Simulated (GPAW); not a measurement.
# Ballistic transport through a Ga chain with an Au atom on top of one atom, cheap and dear, part 2 of 2

How well does a Ga chain with an Au atom on top of one atom conduct at low bias, and how far do basis and functional move the answer?

GPAW 26.7.0; GPAW LCAO, PAW setups; Landauer transmission from Green's functions with principal layers (ASE), zero bias.

So far, transmission at the Fermi level (one spin): step 2 (double-zeta polarised basis, PBE, GPAW) 2.15; step 3 (basis szp(dzp), PBE, GPAW) 2.19; step 4 (basis sz(dzp), PBE, GPAW) 2.19; step 5 (LDA) 2.17.

### 8. Density threshold 1e-06: conv = 1e-06

The Hamiltonian is taken from the last density. The density threshold is one of the tests that end the cycle; the energy must settle too, so a loose value may not be the test that decides.

This step: GPAW LCAO, PAW setups; Landauer transmission from Green's functions with principal layers (ASE), zero bias (GPAW 26.7.0).

The input, run.py:

```python
import json
import numpy as np
from ase import Atoms
from ase.transport.calculators import TransportCalculator
from gpaw import GPAW, FermiDirac
from gpaw.lcao.tools import get_lcao_hamiltonian
from scipy.linalg import eigh

# The junction with lead layers at both ends, along the third cell vector
device = Atoms(
    ['Ga', 'Ga', 'Ga', 'Ga', 'Ga', 'Ga', 'Au', 'Ga', 'Ga', 'Ga', 'Ga', 'Ga'],
    positions=[
        [4.50000, 4.50000, 1.27500],
        [4.50000, 4.50000, 3.82500],
        [4.50000, 4.50000, 6.37500],
        [4.50000, 4.50000, 8.92500],
        [4.50000, 4.50000, 11.47500],
        [4.50000, 4.50000, 14.02500],
        [6.90930, 4.50000, 14.02500],
        [4.50000, 4.50000, 16.57500],
        [4.50000, 4.50000, 19.12500],
        [4.50000, 4.50000, 21.67500],
        [4.50000, 4.50000, 24.22500],
        [4.50000, 4.50000, 26.77500]],
    cell=[[9.0, 0.0, 0.0], [0.0, 9.0, 0.0], [0.0, 0.0, 28.05]],
    pbc=True)

# One principal layer of the lead: the first 3 atoms of the device
lead = Atoms(
    ['Ga', 'Ga', 'Ga'],
    positions=[
        [4.50000, 4.50000, 1.27500],
        [4.50000, 4.50000, 3.82500],
        [4.50000, 4.50000, 6.37500]],
    cell=[[9.0, 0.0, 0.0], [0.0, 9.0, 0.0], [0.0, 0.0, 7.65]],
    pbc=True)

settings = dict(mode='lcao', basis='dzp', xc='PBE', h=0.2,
                occupations=FermiDirac(0.1), maxiter=250,
                mixer=dict(beta=0.1, nmaxold=8, weight=100.0),
                convergence=dict(density=1e-06))
energies = np.arange(-2, 2 + 1e-9, 0.05)
eta = 0.0001
n1, n2 = 1, 1
# k and -k transmit alike, so half of the mesh across the current serves
mesh = [(i, j) for i in range(n1) for j in range(n2) if (i, j) <= (-i % n1, -j % n2)]
weights = np.array([1 if (i, j) == (-i % n1, -j % n2) else 2 for i, j in mesh]) / (n1 * n2)

# [... helper functions left out ...]
fermi_lead = ground_state(lead, (1, 1, 15), 'lead.txt')
fermi_device = ground_state(device, (1, 1, 3), 'device.txt')
# [... loop over the mesh left out, but for ...]
        # Shift the lead onto the potential of the device's first layer
        shift = ((H[:, 0, 0] - H0[:, 0, 0]) / S0[0, 0]).real.mean()
# [...]
kT = 8.617333e-5 * 300
bias = [0.1, 0.2, 0.5, 1.0, 1.5, 2.0]
# [... integrals and printing left out ...]
```

On the command line:

```console
$ OMP_NUM_THREADS=1 OPENBLAS_NUM_THREADS=1 python run.py
```

The job ended after 56 s (1 thread of Arm Neoverse V1, shared host; peak memory 0.99 GiB).

This step gave:

```yaml
conductance: 2.146 G₀
largest_coupling_past_the_next_principal_layer: 6.03e-5 eV
largest_misfit_of_the_first_principal_layer: 0.04531 eV
shift_that_aligns_the_lead: 6.73e-4 eV
transmission_at_the_fermi_level_one_spin: 2.152
```

One spin. The transmission, zone mean by energy, zero at the Fermi level:

```
energy (eV)  transmission, zone mean
     -2.000                    0.962
     -1.800                    0.254
     -1.600                    0.801
     -1.550                    0.808
     -1.400                    0.999
     -1.200                    0.994
     -1.000                    0.996
     -0.800                    0.997
     -0.600                    0.998
     -0.400                    0.999
     -0.200                     1.99
      0.000                     2.15
      0.200                     2.12
      0.400                     2.11
      0.600                     2.12
      0.800                     2.12
      1.000                     2.10
      1.200                     2.04
      1.400                     1.99
      1.600                     2.03
      1.800                     2.22
      2.000                     2.47
```

Not self-consistent under bias; the bias window is split evenly. Table of current through one cell, from the zero-bias transmission by bias:

```
bias (V)  current through one cell, from the zero-bias transmission (μA)
   0.100                                                            16.6
   0.200                                                            33.1
   0.500                                                            79.9
   1.000                                                             142
   1.500                                                             202
   2.000                                                             262
```

Table of transmission of the three most open eigenchannels by energy, zero at the Fermi level:

```
energy (eV)  channel 1  channel 2  channel 3
      -2.00      0.962    3.5e-11          0
      -1.85      0.695    3.4e-11          0
      -1.70      0.486    3.4e-11          0
      -1.60      0.801    3.3e-11          0
      -1.45     2.3e-5    3.3e-11          0
      -1.30      0.994    3.2e-11          0
      -1.15      0.995    3.1e-11          0
      -1.05      0.995    3.0e-11          0
      -0.90      0.997    2.9e-11          0
      -0.75      0.998    2.8e-11          0
      -0.60      0.998    2.8e-11          0
      -0.50      0.998    2.7e-11          0
      -0.35      0.999    4.0e-11    2.6e-11
      -0.20      0.999      0.937     0.0573
      -0.05      0.999      0.943      0.200
       0.00      0.999      0.927      0.226
       0.05      0.999      0.910      0.242
       0.20      0.999      0.876      0.248
       0.35      0.999      0.877      0.233
       0.50      0.999      0.900      0.216
       0.60      0.999      0.919      0.204
       0.75      0.999      0.944      0.183
       0.90      0.999      0.962      0.153
       1.05      0.999      0.974      0.110
       1.15      0.999      0.979     0.0759
       1.30      0.999      0.984     0.0250
       1.45      0.999      0.988     1.8e-5
       1.60      0.999      0.990     0.0421
       1.70      0.999      0.991      0.121
       1.85      0.999      0.992      0.295
       2.00      0.999      0.993      0.481
```

The conductance equals that of the dzp run to 0.2 %.

### 9. What came out

| Quantity | Value |
| --- | --- |
| conductance | 2.15 G₀ |
| transmission at the Fermi level, mean of the spins | 2.15 |
| thermopower | about 0 (under 1.5 μV/K) |

In words: In the dzp basis the junction conducts 2.15 G₀ at 300 K, with T = 2.15 a spin at the Fermi level; the sz basis reaches that conductance within 10 %. At the Fermi level the three most open eigenchannels pass 1.00, 0.93 and 0.23. Measured against the first run (dzp), the nearest curve is that of dzp-LDA (r.m.s. 0.15) and the farthest that of sz (0.25). Over the compared runs wall time goes from 26 s (sz) to 46 s (dzp), on a shared host. The geometry was built from estimated bond lengths and not relaxed, so the numbers describe this model structure. Spin-orbit coupling is left out, which matters for the heavy atoms here. An evenly spaced straight chain is an idealisation: free chains tend to dimerise, zigzag or, where a band edge lies near the Fermi level, turn magnetic. The currents use the zero-bias T(E) throughout, which holds only while the bias is small against the distance to the nearest feature. The energy step is wider than the thermal energy, so the conductance and thermopower rest on interpolation of T(E).

[Logs are printed without paths, hosts, clocks, repeated set-up lines and the standing remarks that a program may print on its own settings, such as how far it seeks lower states.]

[Hosts, paths, dates, database ids (printed as entryN), source tags and the programs' standing remarks are cut or masked in the printed files.]
